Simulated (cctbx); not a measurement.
**A crystallographic session in cctbx: SiAsW**

Library: cctbx 2025.11. The data are simulated by the first script.

## 1. Simulate the data

run.py:

```python
from cctbx import adptbx, crystal, miller, sgtbx, xray
from cctbx.array_family import flex
from iotbx.shelx import hklf
from scitbx import matrix
import scitbx.random

cs = crystal.symmetry(unit_cell=(9.394, 3.33, 7.912, 90, 118.97, 90), space_group_symbol='Hall: -C 2y')  # C2/m
atoms = [  # label, site, U (iso, or U11 U22 U33 U12 U13 U23 in A^2), occupancy
    ("W1", (0.3499, 0.5, 0.7954), (0.0050, 0.0070, 0.0075, 0.0000, 0.0034, 0.0000), 1),
    ("As1", (0.1436, 0, 0.5306), (0.0074, 0.0110, 0.0146, 0.0000, 0.0079, 0.0000), 1),
    ("Si1", (0.1099, 0.5, 0.8969), (0.0052, 0.0088, 0.0092, 0.0000, 0.0029, 0.0000), 1),
]
xs = xray.structure(crystal_symmetry=cs)
for label, site, u, occ in atoms:
    u = adptbx.u_cif_as_u_star(cs.unit_cell(), u) if isinstance(u, tuple) else u
    xs.add_scatterer(xray.scatterer(label, site=site, u=u, occupancy=occ))
xs.set_inelastic_form_factors(0.7749, "sasaki")
xs.show_summary()
p1 = xs.expand_to_p1()
ms = miller.build_set(p1, anomalous_flag=True, d_min=0.7)
flex.set_random_seed(219138)
scitbx.random.set_random_seed(219138)
ms = ms.select(flex.random_double(ms.size()) < 0.7)
i = ms.structure_factors_from_scatterers(p1, algorithm="direct").f_calc().as_intensity_array().data()
i = i / flex.sqrt(1 + 0.1 * i / flex.max(i))  # extinction
i = i * 5000 / flex.max(i)
sig = flex.sqrt(i + flex.pow2(0.015 * i) + 15 ** 2)
noise = scitbx.random.variate(scitbx.random.normal_distribution())(i.size())
data = ms.array(data=i + sig * noise, sigmas=sig).set_observation_type_xray_intensity()
with open("data.hkl", "w") as f:
    data.export_as_shelx_hklf(f)
print("reflections written:", data.size(), " <I/sigma> = %.1f" % flex.mean(data.data() / data.sigmas()))
for h, a, b in list(data.sort("data"))[:12]:
    print("%4d%4d%4d %9.1f %7.1f" % (h + (a, b)))
```

```console
$ python run.py
```

```text
Number of scatterers: 3
At special positions: 3
Unit cell: (9.394, 3.33, 7.912, 90, 118.97, 90)
Space group: C 1 2/m 1 (No. 12)
reflections written: 1859  <I/sigma> = 8.2
  -4   0   3    5024.2   104.2
   0   2   0    4760.0   102.6
  -4   0   0    4375.9    93.3
   4   0   0    4299.0    93.3
   3  -1   0    3974.9    87.5
  -3  -1   0    3911.4    87.5
  -3   1   0    3849.8    87.5
   1  -1  -3    3749.6    82.7
  -1   1   3    3747.9    82.7
  -1  -1   3    3682.8    82.7
   0   0   3    3456.6    80.7
   2   0   3    3438.1    78.7
```

Run time: 0.36 s on 1 thread of Arm Neoverse N1, on a shared host, peak memory 0.07 GiB.

## 2. Refinement (right model, isotropic)

run.py:

```python
import math
from cctbx import adptbx, crystal, maptbx, sgtbx, xray
from cctbx.array_family import flex
from cctbx.xray import observations
from iotbx.shelx import hklf
from scitbx.lstbx import normal_eqns_solving
from smtbx import absolute_structure, utils
from smtbx.refinement import constraints, least_squares

cs = crystal.symmetry(unit_cell=(9.394, 3.33, 7.912, 90, 118.97, 90), space_group_symbol='Hall: -C 2y')  # C2/m
atoms = [  # label, site, U (iso, or U11 U22 U33 U12 U13 U23 in A^2), occupancy
    ("W1", (0.3464, 0.5, 0.7944), 0.0200, 1),
    ("As1", (0.143, 0, 0.5216), 0.0200, 1),
    ("Si1", (0.1121, 0.5, 0.895), 0.0200, 1),
]
xs = xray.structure(crystal_symmetry=cs)
for label, site, u, occ in atoms:
    u = adptbx.u_cif_as_u_star(cs.unit_cell(), u) if isinstance(u, tuple) else u
    xs.add_scatterer(xray.scatterer(label, site=site, u=u, occupancy=occ))
xs.set_inelastic_form_factors(0.7749, "sasaki")
raw = hklf.reader(file_name="data.hkl").as_miller_arrays(crystal_symmetry=cs, anomalous=True)[0]
merged = raw.eliminate_sys_absent().merge_equivalents()
fo2 = merged.array().set_observation_type_xray_intensity()
print("Rint %.3f, %d unique reflections to %.2f A" % (merged.r_int(), fo2.size(), fo2.d_min()))
for sc in xs.scatterers():
    sc.flags.set_grad_site(True)
    sc.flags.set_grad_u_aniso(sc.flags.use_u_aniso())
    sc.flags.set_grad_u_iso(sc.flags.use_u_iso())
obs = fo2.as_xray_observations()
extra = {}
rep = constraints.reparametrisation(xs, [], utils.connectivity_table(xs), **extra)
ls = least_squares.crystallographic_ls(obs, rep, weighting_scheme=least_squares.mainstream_shelx_weighting(a=0, b=0))
print("cycle     R1     wR2    GooF  max shift (A)")
for cycle in range(8):
    ls.build_up()
    r1, wr2, goof = ls.r1_factor(cutoff_factor=2)[0], ls.wR2(), ls.goof()
    old = xs.sites_cart()
    normal_eqns_solving.levenberg_marquardt_iterations(ls, n_max_iterations=3, tau=1e-06, step_threshold=1e-7)
    big = flex.max((xs.sites_cart() - old).norms())
    print("%4d %7.4f %7.4f %7.3f %9.5f" % (cycle + 1, r1, wr2, goof, big))
    ls.build_up(objective_only=True)
    if abs(ls.wR2() - wr2) < 5e-5 and big < 5e-4:
        break
ls.build_up()
print("final R1 %.4f wR2 %.4f GooF %.3f  parameters %d  data/parameter %.1f" % (ls.r1_factor(cutoff_factor=2)[0], ls.wR2(), ls.goof(), ls.n_parameters, fo2.size() / ls.n_parameters))
cov = ls.covariance_matrix_and_annotations()
su = dict(zip(cov.annotations, (math.sqrt(max(v, 0)) for v in cov.matrix.matrix_packed_u_diagonal())))
a2 = cs.unit_cell().reciprocal_parameters()[0] ** -2
print("atom        x        y        z      Ueq    occ   su(xyz)  su(Uiso or U11)")
for sc in xs.scatterers():
    s = max(su.get(sc.label + k, 0) for k in (".x", ".y", ".z"))
    npd = "" if sc.is_positive_definite_u(cs.unit_cell()) else "  NPD"
    print("%-5s %8.5f %8.5f %8.5f %8.4f %6.3f %8.5f %7.4f%s" % ((sc.label,) + sc.site + (sc.u_iso_or_equiv(cs.unit_cell()), sc.occupancy, s, su.get(sc.label + ".uiso", su.get(sc.label + ".u11", 0) * a2), npd)))
fo = fo2.f_sq_as_f()
fc = fo.structure_factors_from_scatterers(xs, algorithm="direct").f_calc()
diff = fo.f_obs_minus_f_calc(1 / math.sqrt(ls.scale_factor()), fc).average_bijvoet_mates()
m = diff.fft_map(symmetry_flags=maptbx.use_space_group_symmetry, resolution_factor=0.25).apply_volume_scaling()
print("difference map: max %.2f min %.2f rms %.2f" % (m.statistics().max(), m.statistics().min(), m.statistics().sigma()))
peaks = m.peak_search(parameters=maptbx.peak_search_parameters(min_distance_sym_equiv=0.6, max_clusters=6)).all()
near = xs.closest_distances(peaks.sites(), distance_cutoff=4)
sps = cs.special_position_settings(min_distance_sym_equiv=0.5)
for k, (x, h) in enumerate(zip(peaks.sites(), peaks.heights())):
    ss = sps.site_symmetry(x)
    print("Q%-3d %7.4f %7.4f %7.4f %4d %7.2f  %.2f A from %s" % ((k + 1,) + tuple(t % 1 for t in ss.exact_site()) + (ss.multiplicity(), h, near.smallest_distances[k], xs.scatterers()[near.i_seqs[k]].label)))
```

```console
$ python run.py
```

```text
Rint 0.030, 373 unique reflections to 0.70 A
cycle     R1     wR2    GooF  max shift (A)
   1  0.1804  0.3349   9.844   0.07154
   2  0.0290  0.0622   1.829   0.00000
final R1 0.0290 wR2 0.0622 GooF 1.829  parameters 9  data/parameter 41.4
atom        x        y        z      Ueq    occ   su(xyz)  su(Uiso or U11)
W1     0.34992  0.50000  0.79541   0.0060  1.000  0.00009  0.0002
As1    0.14356  0.00000  0.53095   0.0096  1.000  0.00021  0.0003
Si1    0.10984  0.50000  0.89656   0.0084  1.000  0.00059  0.0007
difference map: max 4.67 min -6.09 rms 0.79
Q1    0.1713  0.0000  0.2659    4    4.78  0.43 A from W1
Q2    0.1795  0.0000  0.6035    4    3.73  0.51 A from As1
Q3    0.1124  0.0000  0.4616    4    3.21  0.48 A from As1
Q4    0.1323  0.0932  0.1589    8    3.00  0.44 A from W1
Q5    0.2050  0.5000  0.0705    4    2.67  1.23 A from Si1
Q6    0.0545  0.0000  0.5496    4    2.30  0.92 A from As1
```

Time: 0.49 s.

## 3. Refinement (right model, anisotropic)

run.py, as its changes from the last script of this kind:

```diff
@@ -12,3 +12,3 @@
-    ("W1", (0.3464, 0.5, 0.7944), 0.0200, 1),
-    ("As1", (0.143, 0, 0.5216), 0.0200, 1),
-    ("Si1", (0.1121, 0.5, 0.895), 0.0200, 1),
+    ("W1", (0.34992, 0.5, 0.79541), 0.0060, 1),
+    ("As1", (0.14356, 0, 0.53095), 0.0096, 1),
+    ("Si1", (0.10984, 0.5, 0.89656), 0.0084, 1),
@@ -20,0 +21 @@
+xs.convert_to_anisotropic()
```

```console
$ python run.py
```

```text
Rint 0.030, 373 unique reflections to 0.70 A
cycle     R1     wR2    GooF  max shift (A)
   1  0.0290  0.0622   1.852   0.00254
   2  0.0162  0.0331   0.986   0.00000
final R1 0.0162 wR2 0.0331 GooF 0.986  parameters 18  data/parameter 20.7
atom        x        y        z      Ueq    occ   su(xyz)  su(Uiso or U11)
W1     0.34989  0.50000  0.79533   0.0061  1.000  0.00005  0.0001
As1    0.14360  0.00000  0.53081   0.0099  1.000  0.00012  0.0004
Si1    0.10983  0.50000  0.89688   0.0081  1.000  0.00033  0.0009
difference map: max 2.34 min -2.46 rms 0.59
Q1    0.2060  0.5000  0.0693    4    2.35  1.22 A from Si1
Q2    0.0095  0.0000  0.1781    4    2.07  1.23 A from W1
Q3    0.0376  0.5000  0.2653    4    2.01  1.36 A from Si1
Q4    0.0166  0.0000  0.3759    4    1.94  1.23 A from As1
Q5    0.1952  0.0000  0.9206    4    1.72  1.70 A from Si1
Q6    0.1086  0.2867  0.0668    8    1.65  1.36 A from W1
```

Time: 0.49 s.

## 4. Refinement

run.py, as its changes from the last script of this kind:

```diff
@@ -14 +13,0 @@
-    ("Si1", (0.10984, 0.5, 0.89656), 0.0084, 1),
@@ -35 +34 @@
-for cycle in range(8):
+for cycle in range(12):
```

```console
$ python run.py
```

```text
Rint 0.030, 373 unique reflections to 0.70 A
cycle     R1     wR2    GooF  max shift (A)
   1  0.1216  0.2386   7.044   0.00387
   2  0.1208  0.2337   6.899   0.00000
final R1 0.1208 wR2 0.2337 GooF 6.899  parameters 12  data/parameter 31.1
atom        x        y        z      Ueq    occ   su(xyz)  su(Uiso or U11)
W1     0.35003  0.50000  0.79541   0.0057  1.000  0.00036  0.0009
As1    0.14396  0.00000  0.53091   0.0089  1.000  0.00086  0.0026
difference map: max 57.40 min -5.17 rms 2.59
Q1    0.1094  0.5000  0.8966    4   59.13  2.73 A from W1
Q2    0.1508  0.0000  0.2156    4    8.05  0.08 A from W1
Q3    0.2085  0.5000  0.0331    4    3.84  2.37 A from W1
Q4    0.0056  0.5000  0.2417    4    3.76  2.25 A from W1
Q5    0.1734  0.5000  0.8202    4    3.41  1.76 A from W1
Q6    0.0429  0.1405  0.1287    8    3.12  1.00 A from W1
```

Time: 0.49 s.

This run holds a fault made on purpose: atom left out: Si1.

## 5. Refinement

run.py:

```python
import math
from cctbx import adptbx, crystal, maptbx, sgtbx, xray
from cctbx.array_family import flex
from cctbx.xray import observations
from iotbx.shelx import hklf
from scitbx.lstbx import normal_eqns_solving
from smtbx import absolute_structure, utils
from smtbx.refinement import constraints, least_squares

cs = crystal.symmetry(unit_cell=(9.394, 3.33, 7.912, 90, 118.97, 90), space_group_symbol='Hall: -C 2y')  # C2/m
atoms = [  # label, site, U (iso, or U11 U22 U33 U12 U13 U23 in A^2), occupancy
    ("W1", (0.34992, 0.5, 0.79541), 0.0060, 1),
    ("As1", (0.14356, 0, 0.53095), 0.0096, 1),
]
xs = xray.structure(crystal_symmetry=cs)
for label, site, u, occ in atoms:
    u = adptbx.u_cif_as_u_star(cs.unit_cell(), u) if isinstance(u, tuple) else u
    xs.add_scatterer(xray.scatterer(label, site=site, u=u, occupancy=occ))
xs.set_inelastic_form_factors(0.7749, "sasaki")
xs.convert_to_anisotropic()
raw = hklf.reader(file_name="data.hkl").as_miller_arrays(crystal_symmetry=cs, anomalous=True)[0]
merged = raw.eliminate_sys_absent().merge_equivalents()
fo2 = merged.array().set_observation_type_xray_intensity()
print("Rint %.3f, %d unique reflections to %.2f A" % (merged.r_int(), fo2.size(), fo2.d_min()))
for sc in xs.scatterers():
    sc.flags.set_grad_site(True)
    sc.flags.set_grad_u_aniso(sc.flags.use_u_aniso())
    sc.flags.set_grad_u_iso(sc.flags.use_u_iso())
obs = fo2.as_xray_observations()
extra = {}
rep = constraints.reparametrisation(xs, [], utils.connectivity_table(xs), **extra)
ls = least_squares.crystallographic_ls(obs, rep, weighting_scheme=least_squares.mainstream_shelx_weighting(a=0, b=0))
print("cycle     R1     wR2    GooF  max shift (A)")
for cycle in range(12):
    ls.build_up()
    r1, wr2, goof = ls.r1_factor(cutoff_factor=2)[0], ls.wR2(), ls.goof()
    old = xs.sites_cart()
    normal_eqns_solving.levenberg_marquardt_iterations(ls, n_max_iterations=3, tau=1e-06, step_threshold=1e-7)
    big = flex.max((xs.sites_cart() - old).norms())
    print("%4d %7.4f %7.4f %7.3f %9.5f" % (cycle + 1, r1, wr2, goof, big))
    ls.build_up(objective_only=True)
    if abs(ls.wR2() - wr2) < 5e-5 and big < 5e-4:
        break
ls.build_up()
print("final R1 %.4f wR2 %.4f GooF %.3f  parameters %d  data/parameter %.1f" % (ls.r1_factor(cutoff_factor=2)[0], ls.wR2(), ls.goof(), ls.n_parameters, fo2.size() / ls.n_parameters))
cov = ls.covariance_matrix_and_annotations()
su = dict(zip(cov.annotations, (math.sqrt(max(v, 0)) for v in cov.matrix.matrix_packed_u_diagonal())))
a2 = cs.unit_cell().reciprocal_parameters()[0] ** -2
print("atom        x        y        z      Ueq    occ   su(xyz)  su(Uiso or U11)")
for sc in xs.scatterers():
    s = max(su.get(sc.label + k, 0) for k in (".x", ".y", ".z"))
    npd = "" if sc.is_positive_definite_u(cs.unit_cell()) else "  NPD"
    print("%-5s %8.5f %8.5f %8.5f %8.4f %6.3f %8.5f %7.4f%s" % ((sc.label,) + sc.site + (sc.u_iso_or_equiv(cs.unit_cell()), sc.occupancy, s, su.get(sc.label + ".uiso", su.get(sc.label + ".u11", 0) * a2), npd)))
fo = fo2.f_sq_as_f()
fc = fo.structure_factors_from_scatterers(xs, algorithm="direct").f_calc()
diff = fo.f_obs_minus_f_calc(1 / math.sqrt(ls.scale_factor()), fc).average_bijvoet_mates()
m = diff.fft_map(symmetry_flags=maptbx.use_space_group_symmetry, resolution_factor=0.25).apply_volume_scaling()
print("difference map: max %.2f min %.2f rms %.2f" % (m.statistics().max(), m.statistics().min(), m.statistics().sigma()))
peaks = m.peak_search(parameters=maptbx.peak_search_parameters(min_distance_sym_equiv=0.6, max_clusters=6)).all()
near = xs.closest_distances(peaks.sites(), distance_cutoff=4)
sps = cs.special_position_settings(min_distance_sym_equiv=0.5)
for k, (x, h) in enumerate(zip(peaks.sites(), peaks.heights())):
    ss = sps.site_symmetry(x)
    print("Q%-3d %7.4f %7.4f %7.4f %4d %7.2f  %.2f A from %s" % ((k + 1,) + tuple(t % 1 for t in ss.exact_site()) + (ss.multiplicity(), h, near.smallest_distances[k], xs.scatterers()[near.i_seqs[k]].label)))
```

```console
$ python run.py
```

```text
Rint 0.030, 373 unique reflections to 0.70 A
cycle     R1     wR2    GooF  max shift (A)
   1  0.1216  0.2386   7.044   0.00387
   2  0.1208  0.2337   6.899   0.00000
final R1 0.1208 wR2 0.2337 GooF 6.899  parameters 12  data/parameter 31.1
atom        x        y        z      Ueq    occ   su(xyz)  su(Uiso or U11)
W1     0.35003  0.50000  0.79541   0.0057  1.000  0.00036  0.0009
As1    0.14396  0.00000  0.53091   0.0089  1.000  0.00086  0.0026
difference map: max 57.40 min -5.17 rms 2.59
Q1    0.1094  0.5000  0.8966    4   59.13  2.73 A from W1
Q2    0.1508  0.0000  0.2156    4    8.05  0.08 A from W1
Q3    0.2085  0.5000  0.0331    4    3.84  2.37 A from W1
Q4    0.0056  0.5000  0.2417    4    3.76  2.25 A from W1
Q5    0.1734  0.5000  0.8202    4    3.41  1.76 A from W1
Q6    0.0429  0.1405  0.1287    8    3.12  1.00 A from W1
```

Time: 0.5 s.

This run holds a fault made on purpose: atom left out: Si1.

## 6. Refinement

run.py, as its changes from the last script of this kind:

```diff
@@ -12,2 +12,3 @@
-    ("W1", (0.34992, 0.5, 0.79541), 0.0060, 1),
-    ("As1", (0.14356, 0, 0.53095), 0.0096, 1),
+    ("W1", (0.3806, 0.5, 0.8038), 0.0200, 1),
+    ("As1", (0.0345, 0, 0.5225), 0.0200, 1),
+    ("Si1", (0.0418, 0.5, 0.8455), 0.0200, 1),
@@ -20 +20,0 @@
-xs.convert_to_anisotropic()
@@ -34 +34 @@
-for cycle in range(12):
+for cycle in range(10):
@@ -38 +38 @@
-    normal_eqns_solving.levenberg_marquardt_iterations(ls, n_max_iterations=3, tau=1e-06, step_threshold=1e-7)
+    normal_eqns_solving.levenberg_marquardt_iterations(ls, n_max_iterations=3, tau=0.0001, step_threshold=1e-7)
```

```console
$ python run.py
```

```text
Rint 0.030, 373 unique reflections to 0.70 A
cycle     R1     wR2    GooF  max shift (A)
   1  0.6170  0.8822  25.932   0.68062
   2  0.3040  0.5665  16.653   0.65504
   3  0.0621  0.1290   3.791   0.04126
   4  0.0290  0.0622   1.829   0.00001
final R1 0.0290 wR2 0.0622 GooF 1.829  parameters 9  data/parameter 41.4
atom        x        y        z      Ueq    occ   su(xyz)  su(Uiso or U11)
W1     0.34992  0.50000  0.79541   0.0060  1.000  0.00009  0.0002
As1    0.14356  0.00000  0.53095   0.0096  1.000  0.00021  0.0003
Si1    0.10984  0.50000  0.89656   0.0084  1.000  0.00059  0.0007
difference map: max 4.67 min -6.09 rms 0.79
Q1    0.1713  0.0000  0.2659    4    4.78  0.43 A from W1
Q2    0.1795  0.0000  0.6035    4    3.73  0.51 A from As1
Q3    0.1124  0.0000  0.4616    4    3.21  0.48 A from As1
Q4    0.1323  0.0932  0.1589    8    3.00  0.44 A from W1
Q5    0.2050  0.5000  0.0705    4    2.67  1.23 A from Si1
Q6    0.0545  0.0000  0.5496    4    2.30  0.92 A from As1
```

Run time: 0.57 s on 1 thread of Arm Neoverse N1 (shared host), peak memory 0.09 GiB.

This run holds a fault made on purpose: start far from the minimum.

[Logs are printed without paths, hosts, clocks, repeated set-up lines and the standing remarks that a program may print on its own settings, such as how far it seeks lower states.]
